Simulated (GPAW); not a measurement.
Consider Li (Lithium, Im-3m).

```cif
data_structure
_symmetry_space_group_name_H-M 'P 1'
_symmetry_Int_Tables_number 1
_cell_length_a 3.0391
_cell_length_b 3.0391
_cell_length_c 3.0391
_cell_angle_alpha 109.471
_cell_angle_beta 109.471
_cell_angle_gamma 109.471
_cell_volume 21.61
loop_
_atom_site_label
_atom_site_type_symbol
_atom_site_fract_x
_atom_site_fract_y
_atom_site_fract_z
_atom_site_occupancy
Li1 Li 0.00000 0.00000 0.00000 1
```

Absorber: atom 1, with 8 Li at 3.04 Å and 6 Li at 3.51 Å (cube and octahedron, as in bcc, site symmetry m-3m). Method: GPAW, PBE, excited-electron core hole (neutral cell), 8-atom cell with 6.1 Å between holes, 6×6×6 k points, dipole transitions, Gaussian full width 0.9 eV up to 4 eV, rising linearly to 3.5 eV at 25 eV.

**Question.** Predict the near-edge structure at the Li K edge.

Main maxima up to 24 eV above the zero (height): 0.6 eV (0.98), 2.5 eV (1.37), 5.0 eV (1.86), 7.9 eV (2.03), 11.1 eV (1.05) and 16.7 eV (0.82). A K edge sees empty p states on the absorber. The total-energy difference is 58.26 eV. One term is added: -3.34 eV, since the hole is spin-paired here and a spin-polarised one costs that much less in the free atom (computed apart). The photon energy is then 54.92 eV. The tabulated edge of the element is 54.7 eV. The functional leaves an error of a few eV in such absolute values.

The Li K spectrum (energy from the lowest empty level; intensity scaled to a mean of 1 over the first 20 eV):

| E (eV) | intensity |
| --- | --- |
| -2.0 | 0.00 |
| -1.5 | 0.00 |
| -1.0 | 0.00 |
| -0.5 | 0.08 |
| 0.0 | 0.48 |
| 0.5 | 0.95 |
| 1.0 | 0.86 |
| 1.5 | 0.82 |
| 2.0 | 1.09 |
| 2.5 | 1.37 |
| 3.0 | 0.95 |
| 3.5 | 0.61 |
| 4.0 | 0.91 |
| 4.5 | 1.42 |
| 5.0 | 1.86 |
| 5.5 | 1.46 |
| 6.0 | 1.16 |
| 6.5 | 1.26 |
| 7.0 | 1.52 |
| 7.5 | 1.89 |
| 8.0 | 2.01 |
| 8.5 | 1.69 |
| 9.0 | 1.25 |
| 9.5 | 1.04 |
| 10.0 | 1.00 |
| 10.5 | 1.01 |
| 11.0 | 1.04 |
| 11.5 | 1.02 |
| 12.0 | 0.90 |
| 12.5 | 0.74 |
| 13.0 | 0.59 |
| 13.5 | 0.48 |
| 14.0 | 0.45 |
| 14.5 | 0.50 |
| 15.0 | 0.60 |
| 15.5 | 0.71 |
| 16.0 | 0.78 |
| 16.5 | 0.82 |
| 17.0 | 0.81 |
| 17.5 | 0.80 |
| 18.0 | 0.78 |
| 18.5 | 0.75 |
| 19.0 | 0.72 |
| 19.5 | 0.69 |
| 20.0 | 0.68 |
| 20.5 | 0.67 |
| 21.0 | 0.66 |
| 21.5 | 0.65 |
| 22.0 | 0.63 |
| 22.5 | 0.61 |
| 23.0 | 0.60 |
| 23.5 | 0.60 |
| 24.0 | 0.61 |
| 24.5 | 0.62 |
| 25.0 | 0.64 |
| 25.5 | 0.66 |
| 26.0 | 0.67 |
| 26.5 | 0.67 |
| 27.0 | 0.66 |
| 27.5 | 0.62 |
| 28.0 | 0.58 |
| 28.5 | 0.54 |
| 29.0 | 0.50 |
| 29.5 | 0.48 |
| 30.0 | 0.46 |
| 30.5 | 0.45 |
| 31.0 | 0.45 |
| 31.5 | 0.45 |
| 32.0 | 0.45 |

The holes are only 6.1 Å apart, so the shape is probably not converged with cell size; no larger cell was run here. Lifetime broadening is put in by hand, and intensities beyond about 20 eV depend on it and on the partial waves; weight that the partial waves miss at high energy is lost. The structure is a published determination, not relaxed.

[Banner, clock and machine lines of the logs are left out without a mark of their own.]

[Logs are printed without paths, hosts, clocks, repeated set-up lines and the standing remarks that a program may print on its own settings, such as how far it seeks lower states.]

[Hosts, paths, dates, database ids (printed as entryN), source tags and the programs' standing remarks are cut or masked in the printed files.]

[Lists of maxima count a maximum above −3 eV only where it reaches 4 % of the highest in the window and stands out from its surroundings by 2 % of it (1.5 % where it reaches 55 %); shoulders and weaker maxima are passed over, and of the rest the first, up to two pre-edge ones and the few strongest are named.]
